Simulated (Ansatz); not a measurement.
# CoSn (P6/mmm): phonon-mediated transition temperature

Wanted: λ, ω_log and Tc of CoSn (P6/mmm). The cell shown first is a relaxed one, from steps not shown here.

Calculated with Ansatz 0.2.0; DFT PBE, scalar-relativistic, plane waves, PAW.

## 1. The cell after earlier relaxation steps

The structure is hexagonal, space group P6/mmm (No. 191). Conventional cell: a = 5.296 Å, b = 5.296 Å, c = 4.232 Å, α = 90.00°, β = 90.00°, γ = 120.00°. Nearest to Co lie 6 Sn at 2.61 to 2.65 Å and 4 Co at 2.65 Å. Nearest to Sn lie 6 Co at 2.61 Å. Nearest to Sn lie 6 Co at 2.65 Å. Farther neighbours are not listed.

## 2. Resistivity: q 3×3×2, k 6×6×6, scattering 8×8×12

The run that gives the couplings also evaluates McMillan's and Allen and Dynes's formulas and, where asked, the Eliashberg equations, over a range of μ*.

input.yaml

```yaml
crystal:
  lattice:
    - [5.2964949389, 0.0, 0.0]
    - [-2.6482474694, 4.5868991681, 0.0]
    - [0.0, 0.0, 4.2319810701]
  atoms:
    - { symbol: Co, position: [0.0, 0.5, 0.0] }
    - { symbol: Co, position: [0.5, 0.5, 0.0] }
    - { symbol: Co, position: [0.5, 0.0, 0.0] }
    - { symbol: Sn, position: [0.6666666667, 0.3333333333, 0.5] }
    - { symbol: Sn, position: [0.3333333333, 0.6666666667, 0.5] }
    - { symbol: Sn, position: [0.0, 0.0, 0.0] }
kpoints:
  mp_grid: { grid: [6, 6, 6] }
hamiltonian:
  xc: pbe
scf:
  occupations: { method: methfessel_paxton, width: 0.2 }
output:
  eigenvalues: true
phonons:
  method: dfpt
  qmesh: [3, 3, 2]
  temperatures: { t_max: 1000, t_step: 50 }
  qpath:
    path:
      - [[0.0, 0.0, 0.0], [0.5, 0.0, 0.0], [0.33333333, 0.33333333, 0.0], [0.0, 0.0, 0.0], [0.0, 0.0, 0.5], [0.5, 0.0, 0.5], [0.33333333, 0.33333333, 0.5], [0.0, 0.0, 0.5]]
      - [[0.5, 0.0, 0.5], [0.5, 0.0, 0.0]]
    npoints: 6
  electrical_resistivity:
    mesh: [8, 8, 12]
    temperatures: [20.0, 50.0, 80.0, 100.0, 150.0, 200.0, 273.0, 300.0, 400.0, 500.0, 600.0, 800.0]
  superconductivity: { mesh: [8, 8, 12] }
```

Started as:

```sh
$ ansatz run input.yaml --threads 16 --pin off --max-ram 61440MiB --backend cuda --events-out ev --progress --plain --runs-dir out --max-vram 78GiB
```

Numbers of over 12 decimals in the logs are rounded to 6 here.

Log:

```text
Engine: ansatz 0.2.0, aarch64-unknown-linux-gnu
Pseudopotentials: kind: paw
Pseudopotential: Co, paw, valence charge 17, recommended cutoff 420 eV (normal), Co.paw.azcp
Pseudopotential: Sn, paw, valence charge 14, recommended cutoff 420 eV (normal), Sn.paw.azcp
Functional definition: PBE
  parameter kappa = 0.804
  parameter beta = 0.066725
  exchange = pbe_x(kappa = kappa, mu = beta*pi^2/3)
  correlation = pbe_c(beta = beta)
[...]
Crystal: 6 atoms, lattice volume = 102.814 Å³
Basis set: ecut = 420 eV, 2025 PW (Γ), exchange–correlation on 72×72×60 points (8 copies of the dense FFT grid, shifted against one another)
Bands: 56, of which v1, the nominal top of the filled ones, is band 47 counted from 1 (46 counted from 0)
Symmetry: 24 space group operations
k-points: 28 of 216
Non-local potential: Co, projectors of the file, l = 0: 3, l = 1: 2, l = 2: 3, l = 3: 1
Non-local potential: Sn, projectors of the file, l = 0: 2, l = 1: 2, l = 2: 2, l = 3: 2
PAW form: soft (Blöchl's): semilocal exchange-correlation on the pseudo side does not see the compensation charge
PAW one-centre angular grid: Co, 590 points (default); XC on 64 Gauss nodes
PAW one-centre angular grid: Sn, 590 points (default); XC on 64 Gauss nodes
Initial density: superposition of atomic densities (neutral atoms: chi_scale 0, normalization atom), corrected by the library's trained network
Initial wavefunctions: pseudopotential atomic-orbital guess
[...]
Functional: x = pbe(κ = 0.804, μ = 0.219515), c = pbe(β = 0.066725)
SCF iter   1: F=—  HF=-33451.584202 eV  |F-HF|=—  |Δ(HF+E_count)|=         —  Δρ=1.10e-2  dr2=1.06e-1  ethr=1.77e-3  ⟨swp⟩=7.2  Hψ=6338  notcnv=0
preconditioner: auto → LDOS  [metal: Δε(μ)=0.009 eV  Ē_g=14.132 eV  σ=0.200 eV  W_gap=0.04  n_scr=26 (ndim 8)  ℏωp=30.4 eV  f_vac=0.021  D(μ)=3.83/eV (n_scr^D=26)  β→1.0]
SCF iter   2: F=—  HF=-33451.593455 eV  |F-HF|=—  |Δ(HF+E_count)|=   9.25e-3  S|Δr|=    0.00e0  Δρ=1.79e-2  dr2=2.07e-1  ethr=1.14e-4  ⟨swp⟩=2.0  Hψ=2394  notcnv=0  defer=7
[...]
SCF iter  11: F=-33451.569265 eV  HF=-33451.569265 eV  |F-HF|=1.46e-11  |Δ(HF+E_count)|=  7.28e-12  S|Δr|=    0.00e0  Δρ=8.06e-8  dr2=5.58e-12  ethr=1.00e-12  ⟨swp⟩=10.2  Hψ=7918  notcnv=0
SCF 1 converged in 11 iterations: F = -33451.569265 eV  dr2 = 5.58e-12
  greatest PAW one-centre occupation: 1.001 electrons in one spin orbital (limit 2), on the Co atom at site 1 (counted from 0), in its partial waves of l = 1
phonons: the bands overlap, so this run is a metal and interpolates without the dipole-dipole term. If the crystal is really an insulator or semiconductor, its LO-TO splitting is missing
[...]
NSCF: frozen V_eff on 28 k-points, pencils in batches of 32, up to order 224
[...]
NSCF: frozen V_eff on 28 k-points
[...]
DFPT response loops at q = (0, 0, 0) (fractional): preconditioner auto → Kerker (q_TF=auto, 2.683 Å⁻¹) (partly filled bands, converged f_vac=0.023); β = 1.00, the filter's whole step (`scf.mixing.beta` (0.50) is not read by the response loops under this deck's `scf.mixing.preconditioner`; to damp them name `kerker` or `kerker_dos`, under which they read `scf.mixing.beta`, and type it under 1.00, their step now; both keys bind the ground state too); Anderson in place of MSR1; while a model of the screening serves, it and β = 1 on shorter waves in the place of filter and β
[...]
NSCF: frozen V_eff on 28 k-points
[...]
DFPT response loops at q = (0, 0, -0.5) (fractional): mixed as the last ones told, above
[...]
DFPT response loops at q = (0, 0.333333, 0) (fractional): mixed as the last ones told, above
[...]
DFPT response loops at q = (0, 0.333333, -0.5) (fractional): mixed as the last ones told, above
[...]
DFPT response loops at q = (0.333333, 0.333333, 0) (fractional): mixed as the last ones told, above
[...]
DFPT response loops at q = (0.333333, 0.333333, -0.5) (fractional): mixed as the last ones told, above
[...]
SCF iter   1: F=—  HF=-33451.584202 eV  |F-HF|=—  |Δ(HF+E_count)|=         —  Δρ=1.10e-2  dr2=1.06e-1  ethr=1.77e-3  ⟨swp⟩=7.2  Hψ=6338  notcnv=0
[...]
SCF 2 converged in 11 iterations: F = -33451.569265 eV  dr2 = 5.58e-12
[...]
SCF converged after 11 iterations
[...]
Hall coefficient in a weak field at 50 K (a third of the trace): -1.577e-10 m³/C (as a tensor it moves by 19.0 % between the two finest meshes); by each state's relaxation time: -1.400e-10 m³/C; by a constant relaxation time: -1.488e-10 m³/C
  mean free path at 80 K (of a tensor a third of its trace): 93.2 nm by what each carries, 78.2 by the Fermi surface alone
  Hall coefficient in a weak field at 80 K (a third of the trace): -1.323e-10 m³/C (as a tensor it moves by 18.8 % between the two finest meshes); by each state's relaxation time: -1.252e-10 m³/C; by a constant relaxation time: -1.479e-10 m³/C
  mean free path at 100 K (of a tensor a third of its trace): 59.8 nm by what each carries, 51.2 by the Fermi surface alone
  Hall coefficient in a weak field at 100 K (a third of the trace): -1.257e-10 m³/C (as a tensor it moves by 18.8 % between the two finest meshes); by each state's relaxation time: -1.219e-10 m³/C; by a constant relaxation time: -1.478e-10 m³/C
  mean free path at 150 K (of a tensor a third of its trace): 31.7 nm by what each carries, 27.6 by the Fermi surface alone
  Hall coefficient in a weak field at 150 K (a third of the trace): -1.211e-10 m³/C (as a tensor it moves by 18.9 % between the two finest meshes); by each state's relaxation time: -1.194e-10 m³/C; by a constant relaxation time: -1.479e-10 m³/C
  mean free path at 200 K (of a tensor a third of its trace): 21.9 nm by what each carries, 19.1 by the Fermi surface alone
  Hall coefficient in a weak field at 200 K (a third of the trace): -1.205e-10 m³/C (as a tensor it moves by 18.9 % between the two finest meshes); by each state's relaxation time: -1.189e-10 m³/C; by a constant relaxation time: -1.480e-10 m³/C
  mean free path at 273 K (of a tensor a third of its trace): 15.4 nm by what each carries, 13.4 by the Fermi surface alone
  Hall coefficient in a weak field at 273 K (a third of the trace): -1.193e-10 m³/C (as a tensor it moves by 18.9 % between the two finest meshes); by each state's relaxation time: -1.175e-10 m³/C; by a constant relaxation time: -1.472e-10 m³/C
  mean free path at 300 K (of a tensor a third of its trace): 13.9 nm by what each carries, 12.1 by the Fermi surface alone
  Hall coefficient in a weak field at 300 K (a third of the trace): -1.183e-10 m³/C (as a tensor it moves by 18.8 % between the two finest meshes); by each state's relaxation time: -1.166e-10 m³/C; by a constant relaxation time: -1.465e-10 m³/C
  mean free path at 400 K (of a tensor a third of its trace): 10.2 nm by what each carries, 8.83 by the Fermi surface alone
  Hall coefficient in a weak field at 400 K (a third of the trace): -1.125e-10 m³/C (as a tensor it moves by 18.3 % between the two finest meshes); by each state's relaxation time: -1.111e-10 m³/C; by a constant relaxation time: -1.424e-10 m³/C
  mean free path at 500 K (of a tensor a third of its trace): 8.13 nm by what each carries, 6.97 by the Fermi surface alone
  Hall coefficient in a weak field at 500 K (a third of the trace): -1.036e-10 m³/C (as a tensor it moves by 17.5 % between the two finest meshes); by each state's relaxation time: -1.029e-10 m³/C; by a constant relaxation time: -1.361e-10 m³/C
  mean free path at 600 K (of a tensor a third of its trace): 6.74 nm by what each carries, 5.76 by the Fermi surface alone
  Hall coefficient in a weak field at 600 K (a third of the trace): -9.293e-11 m³/C (as a tensor it moves by 16.6 % between the two finest meshes); by each state's relaxation time: -9.306e-11 m³/C; by a constant relaxation time: -1.285e-10 m³/C
  mean free path at 800 K (of a tensor a third of its trace): 5.02 nm by what each carries, 4.28 by the Fermi surface alone
  Hall coefficient in a weak field at 800 K (a third of the trace): -6.901e-11 m³/C (as a tensor it moves by 14.0 % between the two finest meshes); by each state's relaxation time: -7.120e-11 m³/C; by a constant relaxation time: -1.113e-10 m³/C
  the resistivity times a path that all electrons share, by the Fermi surface of the deck's mesh alone (a third of the trace): 4.693e-15 Ω·m²
  not converged in the mesh (λ; λ_tr; the resistivity at 20 K by 12.44 %; the resistivity at 50 K by 20.29 %; the resistivity at 80 K by 20.59 %; the resistivity at 100 K by 20.84 %; the resistivity at 150 K by 21.60 %; the resistivity at 200 K by 22.33 %; the resistivity at 273 K by 23.28 %; the resistivity at 300 K by 23.62 %; the resistivity at 400 K by 24.88 %; the resistivity at 500 K by 26.22 %; the resistivity [...]
  vibrations of 18 cells: unjudged by the run; compare a larger repeat
  the changes of the potential over all sites missed a rigid shift's by 0.00 % (the site terms' by 0.01 %)
  at the force constants' own smearing the fine mesh and the k-points of their solves give squared frequencies that differ by 28.4 % of the larger at the most, at (0, 0, 0)
--- Superconductivity: potentials and phonons of a 3×3×2 supercell ---
           mesh         λ    ħω_log (meV)  μ* declared at (meV)
         8×8×12    0.1660          16.488               18.769
          4×4×6    0.1780          16.585               18.868
  λ by the species' shares of the modes' patterns: Co 0.0795, Sn 0.0865
  with the Fermi level up to 35.1 meV (the hardest mode) off, states and modes as they are: density of states 1.3147 to 1.4136 /eV of one spin and cell, λ 0.1532 to 0.1740
  transition temperature on the deck's mesh (K), isotropic and anisotropic, restricted to the Fermi surface (FSR) and over the full bandwidth (FBW), and the last with the density of states resolved in a narrower window:
        μ*   McMillan   Allen–Dynes      iso. FSR      iso. FBW    aniso. FSR    aniso. FBW  narrow window
      0.08      0.000         0.000    none_found    none_found    none_found    none_found     none_found
      0.10      0.000         0.000    none_found    none_found    none_found    none_found     none_found
      0.12      0.000         0.000    none_found    none_found    none_found    none_found     none_found
      0.13      0.000         0.000    none_found    none_found    none_found    none_found     none_found
      0.14      0.000         0.000    none_found    none_found    none_found    none_found     none_found
      0.16          -             -    none_found    none_found    none_found    none_found     none_found
      0.20          -             -    none_found    none_found    none_found    none_found     none_found
  none_found: no transition down to 0.1 K
  isotope coefficients −∂ln Tc/∂ln M under μ* = 0.13, the force constants as they are, of the isotropic transitions restricted to the Fermi surface and over the full bandwidth: Co - and -, Sn - and -
  not converged in the mesh (λ): between neighbouring meshes, the two finest first, λ moves by 7.22 % and the anisotropic transition temperature over the full bandwidth at μ* = 0.13 by nothing (neither mesh has one); converged means that the two finest part by at most 2.00 % and 5.00 %
  vibrations of 18 cells: unjudged by the run; compare a larger repeat
  the changes of the potential over all sites missed a rigid shift's by 0.00 % (the site terms' by 0.01 %)
  at the force constants' own smearing the fine mesh and the k-points of their solves give squared frequencies that differ by 28.4 % of the larger at the most, at (0, 0, 0)
```

Wall time 53 s (1 × NVIDIA GB200 with 16 threads of Arm Neoverse V2, shared host); peak memory 2.8 GiB.

In the SCF lines HF is the Harris–Foulkes energy and dr2 the Hartree energy of the density residual, in eV; the loop may stop once dr2 is under the threshold and the program's other checks hold. Hψ counts applications of the Hamiltonian.

This run has no spin polarisation, although Co can carry a moment.

Numbers from this step:

* volume per atom: 17.14 Å³/atom
* metallic on mesh: yes
* gap on the k-mesh: 0 eV
* zero-point energy: 0.1721 eV/cell
* share of imaginary modes in the plain interpolation between solved wavevectors: 0
* highest frequency, solved or plainly interpolated: 281.7 cm⁻¹
* Debye temperature (second moment): 306 K
* resistivity at 300 K: 41.9 μΩ cm, mean of the axes
* coupling constant λ: 0.166
* density of states at the Fermi level: 1.373 states/eV a spin and cell
* log mean phonon energy ħω_log: 16.49 meV
* transport coupling constant λ_tr: 0.1834, 0.1834, 0.1692 (xx, yy, zz)
* Drude plasma energy: 1.801, 1.801, 6.884 eV (xx, yy, zz)
* resistivity times mean free path: 67.52, 67.52, 5.738 × 10⁻¹⁶ Ω m² (xx, yy, zz)
* second-moment phonon energy ħω₂: 18.77 meV

An empty cell: under 1 mK by a formula, or no transition down to the floor of the Eliashberg search. Transition temperatures:

| μ* | McMillan Tc (K) | Allen–Dynes Tc (K) |
| --- | --- | --- |
| 0.08 | - | - |
| 0.1 | - | - |
| 0.12 | - | - |
| 0.13 | - | - |
| 0.14 | - | - |
| 0.16 | - | - |
| 0.2 | - | - |

(Part 1 of 2 ends here.)

[Logs are printed without paths, hosts, clocks, repeated set-up lines and the standing remarks that a program may print on its own settings, such as how far it seeks lower states.]

[Hosts, paths, dates, database ids (printed as entryN), source tags and the programs' standing remarks are cut or masked in the printed files.]
